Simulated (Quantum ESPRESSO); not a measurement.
# KNiF3: magnetism against volume, part 2 of 2

Wanted: the trend of the moments of KNiF3 with volume.

Quantum ESPRESSO 7.5; LDA with U = 6 eV on Ni d (ortho-atomic projectors); plane waves with GBRV 1.5 LDA potentials, no spin-orbit coupling.

So far, absolute magnetization (μB): step 2 (volume 0.94, ferro +) 2.03.

The database entry behind the starting cell differs from later determinations by our own check (about 0.35 % short), so it need not match the best structure at ambient conditions.

**4. Volume 0.94, no spin polarisation**

pw.in

```
&CONTROL
  calculation = 'scf'
  prefix = 'pwscf'
  outdir = './tmp'
  pseudo_dir = './pseudo'
  disk_io = 'nowf'
  tprnfor = .true.
  tstress = .true.
/
&SYSTEM
  ibrav = 0
  celldm(1) = 8
  nat = 5
  ntyp = 3
  ecutwfc = 40
  ecutrho = 280
  nbnd = 33
  occupations = 'smearing'
  smearing = 'fd'
  degauss = 0.00734986
/
&ELECTRONS
  conv_thr = 1d-08
  electron_maxstep = 150
  mixing_beta = 0.3
/
ATOMIC_SPECIES
K      39.0983 k_lda_v1.4.uspp.F.UPF
Ni     58.6934 ni_lda_v1.4.uspp.F.UPF
F      18.9984 f_lda_v1.4.uspp.F.UPF
CELL_PARAMETERS alat
   0.9255747304796    0.0000000000000    0.0000000000000
   0.0000000000000    0.9255747304796    0.0000000000000
   0.0000000000000    0.0000000000000    0.9255747304796
ATOMIC_POSITIONS crystal
K       0.0000000000    0.0000000000    0.0000000000
Ni      0.5000000000    0.5000000000    0.5000000000
F       0.5000000000    0.5000000000    0.0000000000
F       0.0000000000    0.5000000000    0.5000000000
F       0.5000000000    0.0000000000    0.5000000000
K_POINTS automatic
6 6 6 0 0 0
HUBBARD {ortho-atomic}
U Ni-3d 6.0000
```

On the command line:

```
$ OMP_NUM_THREADS=1 mpirun -n 2 pw.x -nk 2 -in pw.in > pw.out
```

Output:

```text
     [... lines left out ...]
Program PWSCF v.7.5 starts
     [... lines left out ...]
     number of atoms/cell      =            5
     [... lines left out ...]
     number of electrons       =        48.00
     number of Kohn-Sham states=           33
     kinetic-energy cutoff     =      40.0000  Ry
     charge density cutoff     =     280.0000  Ry
     scf convergence threshold =      1.0E-08
     [... lines left out ...]
     48 Sym. Ops., with inversion, found
     [... lines left out ...]
     number of k points=    20  Fermi-Dirac smearing, width (Ry)=  0.0073
     [... lines left out ...]
     iteration # 12     ecut=    40.00 Ry     beta= 0.30
     [... lines left out ...]
     Tr[ns(  2)] =   8.44911
     [... lines left out ...]
     the Fermi energy is     7.3373 ev
!    total energy              =    -545.91985610 Ry
     estimated scf accuracy    <          8.5E-09 Ry
     smearing contrib. (-TS)   =      -0.00415646 Ry
     [... lines left out ...]
     convergence has been achieved in  12 iterations
     [... lines left out ...]
     Total force =     0.000000     Total SCF correction =     0.000000
     [... lines left out ...]
          total   stress  (Ry/bohr**3)                   (kbar)     P=      -52.92
     [... lines left out ...]
```

It took 18 s on 2 MPI ranks of Arm Neoverse V1, shared host; peak memory 0.26 GiB.

Read from the output:

| Property | Result |
| --- | --- |
| smearing term TS | 0.05655 eV |
| pressure | -5.292 GPa |
| final state | non-magnetic (no spin polarisation) |

**5. Volume 1.1, ferro +**

pw.in: that of step 4 with these lines changed.

```diff
@@ -16,3 +16,3 @@
   ecutrho = 280
-  nbnd = 33
+  nbnd = 34
   occupations = 'smearing'
@@ -20,2 +20,6 @@
   degauss = 0.00734986
+  nspin = 2
+  starting_magnetization(1) = 0
+  starting_magnetization(2) = 0.1111
+  starting_magnetization(3) = 0
 /
@@ -31,5 +35,5 @@
 CELL_PARAMETERS alat
-   0.9255747304796    0.0000000000000    0.0000000000000
-   0.0000000000000    0.9255747304796    0.0000000000000
-   0.0000000000000    0.0000000000000    0.9255747304796
+   0.9753633510559    0.0000000000000    0.0000000000000
+   0.0000000000000    0.9753633510559    0.0000000000000
+   0.0000000000000    0.0000000000000    0.9753633510559
 ATOMIC_POSITIONS crystal
```

Output:

```text
     [... lines left out ...]
Program PWSCF v.7.5 starts
     [... lines left out ...]
     number of atoms/cell      =            5
     [... lines left out ...]
     number of electrons       =        48.00
     number of Kohn-Sham states=           34
     kinetic-energy cutoff     =      40.0000  Ry
     charge density cutoff     =     280.0000  Ry
     scf convergence threshold =      1.0E-08
     [... lines left out ...]
     48 Sym. Ops., with inversion, found
     [... lines left out ...]
     number of k points=    20  Fermi-Dirac smearing, width (Ry)=  0.0073
     [... lines left out ...]
     iteration # 12     ecut=    40.00 Ry     beta= 0.30
     [... lines left out ...]
     Magnetic moment per site  (integrated on atomic sphere of radius R)
     atom   1 (R=0.284)  charge=  7.6699  magn= -0.0006
     atom   2 (R=0.201)  charge= 15.4757  magn=  1.7779
     atom   3 (R=0.201)  charge=  6.5849  magn=  0.0517
     atom   4 (R=0.201)  charge=  6.5849  magn=  0.0517
     atom   5 (R=0.201)  charge=  6.5849  magn=  0.0517
     [... lines left out ...]
     Tr[ns(  2)] (up, down, total) =   4.98870  3.16569  8.15438
     [... lines left out ...]
     the Fermi energy is     5.0888 ev
!    total energy              =    -546.04684005 Ry
     estimated scf accuracy    <          3.2E-09 Ry
     smearing contrib. (-TS)   =      -0.00000000 Ry
     [... lines left out ...]
     total magnetization       =     2.00 Bohr mag/cell
     absolute magnetization    =     2.02 Bohr mag/cell
     convergence has been achieved in  12 iterations
     [... lines left out ...]
     Total force =     0.000000     Total SCF correction =     0.000000
     [... lines left out ...]
          total   stress  (Ry/bohr**3)                   (kbar)     P=     -120.27
     [... lines left out ...]
```

Elapsed: 34 s, on 2 MPI ranks; peak memory 0.32 GiB.

Numbers from this step:

* smearing term TS: 1.07e-8 eV
* pressure: -12.03 GPa
* magnetization: 2 μB
* absolute magnetization: 2.025 μB
* final state: ferromagnetic
* largest moment: 1.778 μB

**6. Trends**

The runs not shown differ from these in the moved quantity alone.

States, by row:

```
volume        ferro +  antiferro q=(0,1/2,1/2) +-  no spin polarisation
  0.94  ferromagnetic           antiferromagnetic          non-magnetic
  0.97  ferromagnetic           antiferromagnetic          non-magnetic
     1  ferromagnetic           antiferromagnetic          non-magnetic
  1.03  ferromagnetic           antiferromagnetic          non-magnetic
  1.06  ferromagnetic           antiferromagnetic          non-magnetic
   1.1  ferromagnetic           antiferromagnetic          non-magnetic
```

The largest site moment by volume:

```
volume (factor)  ferro + (μB)  antiferro q=(0,1/2,1/2) +- (μB)
         0.9400          1.75                             1.71
         0.9700          1.75                             1.72
         1.0000          1.76                             1.73
         1.0300          1.77                             1.74
         1.0600          1.77                             1.74
         1.1000          1.78                             1.75
```

The energy less that of the parallel start by volume; values in meV a seeded atom:

| volume (factor) | antiferro q=(0,1/2,1/2) +- | no spin polarisation |
| --- | --- | --- |
| 0.9400 | -70.9 | 2046 |
| 0.9700 | -64.3 | 2102 |
| 1.0000 | -58.4 | 2154 |
| 1.0300 | -53.2 | 2202 |
| 1.0600 | -48.6 | 2246 |
| 1.1000 | -43.1 | 2299 |

The energy over the lowest by volume; values in meV an atom:

```
volume (factor)  ferro +  antiferro q=(0,1/2,1/2) +-  no spin polarisation
         0.9400     14.2                           0                   423
         0.9700     13.5                       0.638                   434
         1.0000     19.8                        8.08                   451
         1.0300     32.1                        21.5                   473
         1.0600     48.9                        39.2                   498
         1.1000     77.8                        69.1                   538
```

**7. What came out**

| Item | Value |
| --- | --- |
| moment, parallel start | 1.75 to 1.78 μB |
| states met from these starts | antiferromagnetic and ferromagnetic |

In words: The moment of the parallel start goes from 1.75 μB at 0.94 to 1.78 μB at 1.1. The net moment of the cell goes from 2 to 2 μB. The radius of the spheres follows the nearest distance, so part of the change of the site moments is the spheres'. The largest moment of the start antiferro q=(0,1/2,1/2) +- lies between 1.71 and 1.75 μB. The start antiferro q=(0,1/2,1/2) +- lies under the parallel one at every finished point, by 43.1 to 70.9 meV a seeded atom. Energies are free energies at an electronic temperature of 1160 K, which lowers moments and differences where the moments are itinerant.

[Logs and program files are shortened in this print: banners, set-up blocks, solver, clock and traceback lines can be left out without a mark of their own.]

[Logs are printed without paths, hosts, clocks, repeated set-up lines and the standing remarks that a program may print on its own settings, such as how far it seeks lower states.]

[Hosts, paths, dates, database ids (printed as entryN), source tags and the programs' standing remarks are cut or masked in the printed files.]

[Where a cell is said to come from a database of computed structures, the database is the Materials Project.]
